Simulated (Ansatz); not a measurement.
# ZnCu (Pm-3m): phonons at finite temperature

How do the phonons of ZnCu change with temperature at fixed cell?

Program: Ansatz 0.2.0. Level of theory: DFT PBEsol, scalar-relativistic, plane waves, PAW; PAW set soft_1. Results are calculated unless marked as measured.

### Step 1. Starting point

Symmetry: Pm-3m, No. 221, cubic system. The conventional cell has a = 2.945 Å, b = 2.945 Å, c = 2.945 Å, α = 90.00°, β = 90.00°, γ = 90.00°. Nearest to Zn lie 8 Cu at 2.55 Å. Nearest to Cu lie 8 Zn at 2.55 Å. Farther neighbours are not listed.

### Step 2. Probe on a coarse mesh

A cheap single point shows whether the cell is a metal or an insulator and how far it is from rest; that sets the k-mesh and the occupations of what follows.

input.yaml reads:

```yaml
crystal:
  lattice:
    - [2.945, 0.0, 0.0]
    - [0.0, 2.945, 0.0]
    - [0.0, 0.0, 2.945]
  atoms:
    - { symbol: Zn, position: [0.5, 0.5, 0.5] }
    - { symbol: Cu, position: [0.0, 0.0, 0.0] }
kpoints:
  mp_grid: { grid: [6, 6, 6] }
hamiltonian:
  xc: pbesol
  pseudopotentials: { kind: paw, azcp: { folder: soft_1 }, xc_functional: pbe }
scf:
  occupations: { method: gaussian, width: 0.1 }
  lower_state_search: "off"
output:
  forces: true
  stress: true
  eigenvalues: true
```

Run with:

```bash
$ ansatz run input.yaml --threads 8 --pin off --max-ram 16384MiB --backend cpu --events-out ev --progress --plain --runs-dir out
```

Numbers of over 12 decimals in the logs are rounded to 6 here.

The log of the run:

```text
Engine: ansatz 0.2.0, aarch64-unknown-linux-gnu
Pseudopotentials: kind: paw
Pseudopotential: Zn, paw, valence charge 12, recommended cutoff 420 eV (normal), soft_1/Zn.paw.azcp
Pseudopotential: Cu, paw, valence charge 19, recommended cutoff 420 eV (normal), soft_1/Cu.paw.azcp
Functional definition: PBEsol
  exchange = pbesol_x
  correlation = pbesol_c
Crystal: 2 atoms, lattice volume = 25.542 Å³
Basis set: ecut = 420 eV, 485 PW (Γ), exchange–correlation on 40×40×40 points (8 copies of the dense FFT grid, shifted against one another)
Bands: 20, of which v1, the nominal top of the filled ones, is band 16 counted from 1 (15 counted from 0)
Symmetry: 48 space group operations
Space group: Pm-3m (ITA 221), of the structure as read, at distance tolerance 2.9e-5 Å
k-points: 20 of 216
Non-local potential: Zn, projectors of the file, l = 0: 2, l = 1: 2, l = 2: 3, l = 3: 1
Non-local potential: Cu, projectors of the file, l = 0: 3, l = 1: 2, l = 2: 3, l = 3: 1
PAW form: soft (Blöchl's): semilocal exchange-correlation on the pseudo side does not see the compensation charge
PAW frozen core: Zn, regenerated for the run's functional, and the local potential with it (the file was generated under x = pbe(κ = 0.804, μ = 0.219515), c = pbe(β = 0.066725))
PAW frozen core: Cu, regenerated for the run's functional, and the local potential with it (the file was generated under x = pbe(κ = 0.804, μ = 0.219515), c = pbe(β = 0.066725))
PAW one-centre angular grid: Zn, 590 points (default); XC on 64 Gauss nodes
PAW one-centre angular grid: Cu, 590 points (default); XC on 64 Gauss nodes
Initial density: superposition of atomic densities (chi_scale 0.1, normalization cell, long waves kept (reshape's long-wave potential 0.00 eV rms))
Initial wavefunctions: pseudopotential atomic-orbital guess
Functional: x = pbesol(κ = 0.804, μ = 0.123457), c = pbesol(β = 0.046)
SCF iter   1: F=—  HF=-9872.033598 eV  |F-HF|=—  |Δ(HF+E_count)|=         —  Δρ=3.12e-1  dr2=1.65e1  ethr=3.10e-3  ⟨swp⟩=5.0  Hψ=1910  notcnv=0
preconditioner: auto → none  [insulator: Δε(μ)=0.108 eV  Ē_g=11.963 eV  σ=0.100 eV  W_gap=0.52  n_scr=6 (ndim 8)  ℏωp=35.2 eV  f_vac=0.000  D(μ)=1.41/eV (n_scr^D=18)  ε∞_Penn≈9.7]
SCF iter   2: F=—  HF=-9869.991291 eV  |F-HF|=—  |Δ(HF+E_count)|=    2.04e0  Δρ=7.91e-2  dr2=1.30e0  ethr=3.10e-3  ⟨swp⟩=2.0  Hψ=920  notcnv=0  defer=10
SCF iter   3: F=—  HF=-9869.812425 eV  |F-HF|=—  |Δ(HF+E_count)|=   1.79e-1  Δρ=2.37e-2  dr2=9.97e-2  ethr=3.10e-3  ⟨swp⟩=2.0  Hψ=640  notcnv=0  defer=10
SCF iter   4: F=—  HF=-9869.799996 eV  |F-HF|=—  |Δ(HF+E_count)|=   1.24e-2  Δρ=8.44e-3  dr2=1.16e-2  ethr=3.22e-4  ⟨swp⟩=2.0  Hψ=860  notcnv=0  defer=10
SCF iter   5: F=—  HF=-9869.796669 eV  |F-HF|=—  |Δ(HF+E_count)|=   3.33e-3  Δρ=1.72e-3  dr2=3.00e-4  ethr=3.75e-5  ⟨swp⟩=2.0  Hψ=660  notcnv=0  defer=10
SCF iter   6: F=—  HF=-9869.796931 eV  |F-HF|=—  |Δ(HF+E_count)|=   2.61e-4  Δρ=1.06e-3  dr2=2.24e-4  ethr=9.67e-7  ⟨swp⟩=2.0  Hψ=619  notcnv=0  defer=10
SCF iter   7: F=—  HF=-9869.796897 eV  |F-HF|=—  |Δ(HF+E_count)|=   3.42e-5  Δρ=2.98e-4  dr2=1.64e-5  ethr=7.23e-7  ⟨swp⟩=1.2  Hψ=400  notcnv=0  defer=10
SCF iter   8: F=—  HF=-9869.796885 eV  |F-HF|=—  |Δ(HF+E_count)|=   1.15e-5  Δρ=5.69e-5  dr2=6.11e-7  ethr=5.28e-8  ⟨swp⟩=1.4  Hψ=407  notcnv=0  defer=10
SCF iter   9: F=-9869.796885 eV  HF=-9869.796885 eV  |F-HF|=3.39e-9  |Δ(HF+E_count)|=   7.53e-8  Δρ=4.66e-6  dr2=3.90e-9  ethr=3.23e-10  ⟨swp⟩=7.1  Hψ=1601  notcnv=0
SCF 1 converged in 9 iterations: F = -9869.796885 eV  dr2 = 3.90e-9
  greatest PAW one-centre occupation: 1.000 electrons in one spin orbital (limit 2), on the Cu atom at site 1 (counted from 0), in its partial waves of l = 0
SCF converged after 9 iterations
Free energy (F): -9869.796885 eV
Harris-Foulkes:  -9869.796885 eV  (|F-HF|=3.39e-9)
Internal energy: -9869.789536 eV  (E = F + TS)
E sigma→0 (E₀):  -9869.793210 eV
Entropy (-TS):   -0.007349 eV (-3.675 meV/atom)
Fermi energy:    14.065168 eV
--- Per-component energies (eV) ---
  E_band       = -328.740356
  E_kinetic    = 410.255936
  E_local      = -6467.891248  (includes V_loc(G=0)·N_el)
  E_nonlocal   = 1708.859042
  E_hartree    = 2658.383890
  E_xc         = -147.213035
  E_vxc        = -141.401122  (∫ρ·V_xc dr)
  E_paw        = -3636.240851  (= ΣΔE_a)
  E_vpaw       = -1155.326545  (= ΣTr[D̂ρ^β])
  E_aug_tail   = 0.000881  (compensation charges beyond the density's cutoff)
  E_ewald      = -4396.947710
  E_core_change = 1.003558  (= ΣΔE_core)
  E_smearing   = -0.007349  (= −TS)
  E_closure    = -0.000000  (closes the sum)
  Σ components = -9869.796885   (vs F -9869.796885, Δ=0.00e0)
--- Forces (eV/Å), atoms counted from 1 ---
  atom   1  Zn     0.00000000    -0.00000000     0.00000000
  atom   2  Cu    -0.00000000     0.00000000     0.00000000
  max |Σ_I F_I| component: 1.12e-29 eV/Å
--- Stress (GPa, compression-positive) ---
       -4.186886       0.000000       0.000000
        0.000000      -4.186886       0.000000
        0.000000       0.000000      -4.186886
  P = ⅓ Tr σ = -4.1869 GPa (-41.869 kbar)
--- Band table (eV; the first three rows and the last of 20) ---
  k-point 0: bands = [... 12 lower, 11.3877, 11.3877, 11.3877, 20.2531, 20.2531, 20.2531, 25.3368, 25.3368]
  k-point 1: bands = [... 12 lower, 11.2312, 11.2312, 11.3679, 17.0642, 21.0052, 21.0052, 25.6012, 26.1064]
  k-point 2: bands = [... 12 lower, 10.9518, 10.9518, 11.3277, 13.3416, 23.0449, 23.0449, 26.4255, 26.9235]
  k-point 19: bands = [... 12 lower, 11.6467, 11.6467, 17.9139, 18.4063, 18.4063, 18.4063, 18.6110, 18.6110]
```

Wall time 0.43 s (8 threads of Arm Neoverse V1, shared host); peak memory 0.31 GiB.

This step gave:

```
pressure          : -4.187 GPa
volume per atom   : 12.77 Å³/atom
gap on the k-mesh : 0 eV
```

The start is under -4.2 GPa at this level and looks like a metal on this mesh.

### Step 3. Finding the static equilibrium

Phonons are second derivatives about a minimum, so cell and atoms are relaxed first, inside the symmetry of the start.

Edit input.yaml of step 2 so:

```diff
@@ -9,3 +9,3 @@
 kpoints:
-  mp_grid: { grid: [6, 6, 6] }
+  mp_grid: { grid: [14, 14, 14] }
 hamiltonian:
@@ -20 +20,10 @@
   eigenvalues: true
+  write_density: true
+  write_potential: true
+  elf: true
+  volumetric_format: npy
+relax:
+  adjacent_minimum: "off"
+  f_tol: 0.005
+  max_steps: 80
+  cell: { stress_tol: 0.05 }
```

The log of the run:

```text
[...]
Crystal: 2 atoms, lattice volume = 25.542 Å³
Basis set: ecut = 420 eV, 485 PW (Γ), exchange–correlation on 40×40×40 points (8 copies of the dense FFT grid, shifted against one another)
Bands: 20, of which v1, the nominal top of the filled ones, is band 16 counted from 1 (15 counted from 0)
Symmetry: 48 space group operations
[...]
k-points: 120 of 2744
[...]
SCF iter   1: F=—  HF=-9872.055366 eV  |F-HF|=—  |Δ(HF+E_count)|=         —  Δρ=3.09e-1  dr2=1.61e1  ethr=3.10e-3  ⟨swp⟩=5.1  Hψ=11550  notcnv=0
[...]
SCF iter  10: F=-9869.881268 eV  HF=-9869.881268 eV  |F-HF|=2.47e-9  |Δ(HF+E_count)|=   5.94e-9  Δρ=3.96e-6  dr2=2.91e-9  ethr=1.28e-10  ⟨swp⟩=5.6  Hψ=12131  notcnv=0
SCF 1 converged in 10 iterations: F = -9869.881268 eV  dr2 = 2.91e-9
[...]
relax step   1: F+E_penalty+E_count = -9869.88126806 eV  Δ(F+E_penalty+E_count) = +0.000e0 eV  max|allowed force component| = 7.363e-30 eV/Å  Δτ_max = 0.0000 Å  P = -4.805 GPa  Ω = 25.542 Å³  (10 SCF iters, dr2 threshold 1.00e-7 eV, accepted)
Crystal: 2 atoms, lattice volume = 24.953 Å³
Basis set: ecut = 420 eV, 461 PW (Γ), exchange–correlation on 40×40×40 points (8 copies of the dense FFT grid, shifted against one another)
[...]
iter 1 solved again at ethr=3.71e-5 eV; its pass at ethr=3.10e-3 eV (dr2=1.15e-2 eV) is discarded
[...]
SCF iter   6: F=-9869.894365 eV  HF=-9869.894365 eV  |F-HF|=4.44e-8  |Δ(HF+E_count)|=   1.03e-6  Δρ=1.46e-5  dr2=2.73e-8  ethr=6.45e-10  ⟨swp⟩=7.6  Hψ=16210  notcnv=0
SCF 2 converged in 6 iterations: F = -9869.894365 eV  dr2 = 2.73e-8
relax step   2: F+E_penalty+E_count = -9869.89436470 eV  Δ(F+E_penalty+E_count) = -1.310e-2 eV  max|allowed force component| = 2.268e-30 eV/Å  Δτ_max = 0.0000 Å  P = -2.006 GPa  Ω = 24.953 Å³  energy of the carried Pulay correction = +4.519e-4 eV  (6 SCF iters, dr2 threshold 2.00e-7 eV, accepted)
Crystal: 2 atoms, lattice volume = 24.547 Å³
[...]
SCF iter   6: F=-9869.897049 eV  HF=-9869.897049 eV  |F-HF|=1.18e-8  |Δ(HF+E_count)|=   4.99e-7  Δρ=7.95e-6  dr2=7.39e-9  ethr=6.45e-10  ⟨swp⟩=7.2  Hψ=15374  notcnv=0
SCF 3 converged in 6 iterations: F = -9869.897049 eV  dr2 = 7.39e-9
relax step   3: F+E_penalty+E_count = -9869.89704899 eV  Δ(F+E_penalty+E_count) = -2.684e-3 eV  max|allowed force component| = 1.538e-29 eV/Å  Δτ_max = 0.0000 Å  P = +0.173 GPa  Ω = 24.547 Å³  energy of the carried Pulay correction = +7.694e-4 eV  (6 SCF iters, dr2 threshold 2.00e-7 eV, accepted)
[...]
relax step   4: F+E_penalty+E_count = -9869.89704167 eV  Δ(F+E_penalty+E_count) = +7.321e-6 eV  max|allowed force component| = 3.221e-30 eV/Å  Δτ_max = 0.0000 Å  P = +0.003 GPa  Ω = 24.578 Å³  energy of the carried Pulay correction = +7.456e-4 eV  (6 SCF iters, dr2 threshold 7.45e-8 eV, accepted)
[...]
SCF iter   1: F=—  HF=-9869.896262 eV  |F-HF|=—  |Δ(HF+E_count)|=         —  Δρ=1.13e-4  dr2=1.10e-6  ethr=2.05e-6  ⟨swp⟩=2.3  Hψ=16342  notcnv=0
eigensolver tolerance schedule: the retry pair's looser diagonalisation over-reported the residual by 576.43 of it (diagonalisation noise at 0.62 of the residual, at the tolerance the schedule requests for it); recorded, not acted on — ethr = c·dr2/N_el stays at c = 1.0e-1
[...]
SCF iter   2: F=—  HF=-9869.896253 eV  |F-HF|=—  |Δ(HF+E_count)|=   9.25e-6  Δρ=1.33e-4  dr2=1.92e-6  ethr=3.56e-9  ⟨swp⟩=2.0  Hψ=4263  notcnv=0
[...]
SCF iter   6: F=-9869.896253 eV  HF=-9869.896253 eV  |F-HF|=3.64e-12  |Δ(HF+E_count)|=  1.09e-10  Δρ=1.59e-7  dr2=2.81e-12  ethr=1.00e-12  ⟨swp⟩=4.2  Hψ=11586  notcnv=0
SCF 5 converged in 6 iterations: F = -9869.896253 eV  dr2 = 2.81e-12
relax step   5: F+E_penalty+E_count = -9869.89625294 eV  Δ(F+E_penalty+E_count) = +7.887e-4 eV  max|allowed force component| = 6.179e-30 eV/Å  Δτ_max = 0.0000 Å  P = +0.013 GPa  Ω = 24.578 Å³  stress off target by 1.34e-2 GPa  SCF on the basis re-selected at this cell (its energy is not comparable with the rows above)  (6 SCF iters)
basis re-selected at this cell: Δ(F+E_penalty+E_count) = +7.887e-4 eV, ΔP = +0.011 GPa vs the last step (what re-selecting the basis moved, of the pressure what is left beyond the Pulay correction that the steps carried, after the strain that the cell walked since its last selection, with what the two solves' SCF thresholds leave and, on support functions, any second-order correction that the steps lacked; it is no m [...]
SCF converged after 6 iterations
Free energy (F): -9869.896253 eV
[...]
Internal energy: -9869.894831 eV  (E = F + TS)
E sigma→0 (E₀):  -9869.895542 eV
Entropy (-TS):   -0.001422 eV (-0.711 meV/atom)
Fermi energy:    14.832154 eV
[...]
--- Stress (GPa, compression-positive) ---
        0.013420       0.000000      -0.000000
        0.000000       0.013420      -0.000000
       -0.000000      -0.000000       0.013420
  P = ⅓ Tr σ = 0.0134 GPa (0.134 kbar)
--- Band table (eV; the first three rows and the last of 120) ---
  k-point 0: bands = [... 12 lower, 12.0594, 12.0594, 12.0594, 21.1035, 21.1035, 21.1035, 26.2990, 26.2990]
  k-point 1: bands = [... 12 lower, 12.0247, 12.0247, 12.0550, 20.2202, 21.2512, 21.2512, 26.3468, 26.8093]
  k-point 2: bands = [... 12 lower, 11.9304, 11.9304, 12.0424, 18.4844, 21.6833, 21.6833, 26.4918, 27.1721]
  k-point 119: bands = [... 12 lower, 12.3317, 12.3317, 18.9029, 19.2144, 19.2144, 19.2144, 19.4547, 19.4547]
--- Relaxed structure (4 steps of the walk, 4 accepted, 1 SCFs on fresh bases) ---
  F+E_penalty+E_count = -9869.89625294 eV   max|allowed force component| = 6.179e-30 eV/Å   (the final SCF, on the basis selected at the relaxed cell)
  cell:  # Å, volume = 24.5776 Å³
    - [2.907456, 0, 0]
    - [0, 2.907456, 0.0]
    - [0, 0.0, 2.907456]
  atoms:
    - { symbol: Zn, position: [0.5, 0.5, 0.5] }
    - { symbol: Cu, position: [0, 0, 0] }
```

The job ended after 3.6 s (8 threads; peak memory 0.41 GiB).

The steps of the relaxation:

```tsv
step	energy less that of the first step (eV)	largest force component (eV/Å)	pressure (GPa)	volume (Å³)
1	0.0000	0.0000	-4.81	25.54
2	-0.0131	0.0000	-2.01	24.95
3	-0.0158	0.0000	0.17	24.55
4	-0.0158	0.0000	0.00	24.58
5*	-0.0150	0.0000	0.01	24.58
```

Relaxation steps marked * repeat the geometry before them on a plane-wave basis chosen anew for their cell, so energy and pressure can jump there.

Forces are held to the 48 operations that the run works with; a distortion that breaks them can't arise in this run.

```tsv
conventional cell, symmetrised	before	after	change
a (Å)	2.945	2.907	-1.3 %
b (Å)	2.945	2.907	-1.3 %
c (Å)	2.945	2.907	-1.3 %
volume (Å³/atom)	12.77	12.29	-3.8 %
```

Final coordinates:

```
Zn Cu
1.0
     2.90746    0.00000    0.00000
     0.00000    2.90746    0.00000
     0.00000    0.00000    2.90746
Zn Cu
1 1
Cartesian
  1.4537 1.4537 1.4537
  0.0000 0.0000 0.0000
```

Numbers from this step:

```
pressure        : 0.01342 GPa
volume per atom : 12.29 Å³/atom
```

Valence density in the ac plane at fractional y = 0.000, with atoms of Cu within 0.2 Å of it. It is the smooth field of the valence electrons, not physical close to the nuclei.

Ten steps, logarithmic in the rise over the least value, from '_' (0 e/Å³) to '@' (80 e/Å³):
```
@@%%**--..____________..--**%%
****==::..____________..::==**
----::..________________..::--
......____________________....
______________________________
______________________________
______________________________
______________________________
______________________________
______________________________
......____________________....
----::..________________..::--
****==::..____________..::==**
@@%%**--..____________..--**%%
@@@@**--..____________..--**@@
```
Columns run along a (2.9 Å), rows up along c (2.9 Å). Atoms in or near the plane, at fractional coordinates: Cu at (0.00, 0.00).

ELF in the ac plane at fractional y = 0.000, with atoms of Cu within 0.2 Å of it. It is the smooth field of the valence electrons, not physical close to the nuclei.

Ten even steps from '_' (0.15) to '@' (0.88):
```
##++..________....________..++
::..__________....__________..
____________..::::..__________
__________....::::....________
________....::::::::....______
______....::::::::::::....____
......::::::::::::::::::::....
......::::::::::::::::::::....
______....::::::::::::....____
________....::::::::....______
__________....::::....________
____________..::::..__________
::..__________....__________..
##++..________....________..++
@@##::________....________::##
```
Columns run along a (2.9 Å), rows up along c (2.9 Å). Atoms in or near the plane, at fractional coordinates: Cu at (0.00, 0.00).

Electrostatic potential energy in the ac plane at fractional y = 0.000, with atoms of Cu within 0.2 Å of it. With pseudopotentials it is smooth inside the atoms' cores, unlike the true potential.

Ten even steps from '_' (-59 eV) to '@' (16 eV):
```
____..==**@@@@@@@@@@@@**==..__
....--++##@@@@@@@@@@@@##++--..
--==++##%%@@@@@@@@@@@@%%##++==
****##%%@@@@@@@@@@@@@@@@%%##**
%%@@@@@@@@@@@@@@@@@@@@@@@@@@@@
@@@@@@@@@@@@@@@@@@@@@@@@@@@@@@
@@@@@@@@@@@@@@@@@@@@@@@@@@@@@@
@@@@@@@@@@@@@@@@@@@@@@@@@@@@@@
@@@@@@@@@@@@@@@@@@@@@@@@@@@@@@
%%@@@@@@@@@@@@@@@@@@@@@@@@@@@@
****##%%@@@@@@@@@@@@@@@@%%##**
--==++##%%@@@@@@@@@@@@%%##++==
....--++##@@@@@@@@@@@@##++--..
____..==**@@@@@@@@@@@@**==..__
____..--**%%@@@@@@@@%%**--..__
```
Columns run along a (2.9 Å; values clipped at the 3rd and 97th percentile), rows up along c (2.9 Å). Atoms in or near the plane, at fractional coordinates: Cu at (0.00, 0.00).

The relaxation ends with a pressure of 0.01 GPa.

[end of part 1 of 2]

[Logs are printed without paths, hosts, clocks, repeated set-up lines and the standing remarks that a program may print on its own settings, such as how far it seeks lower states.]

[Hosts, paths, dates, database ids (printed as entryN), source tags and the programs' standing remarks are cut or masked in the printed files.]

[A step with changed settings may run another functional than the one named; its input shows which.]
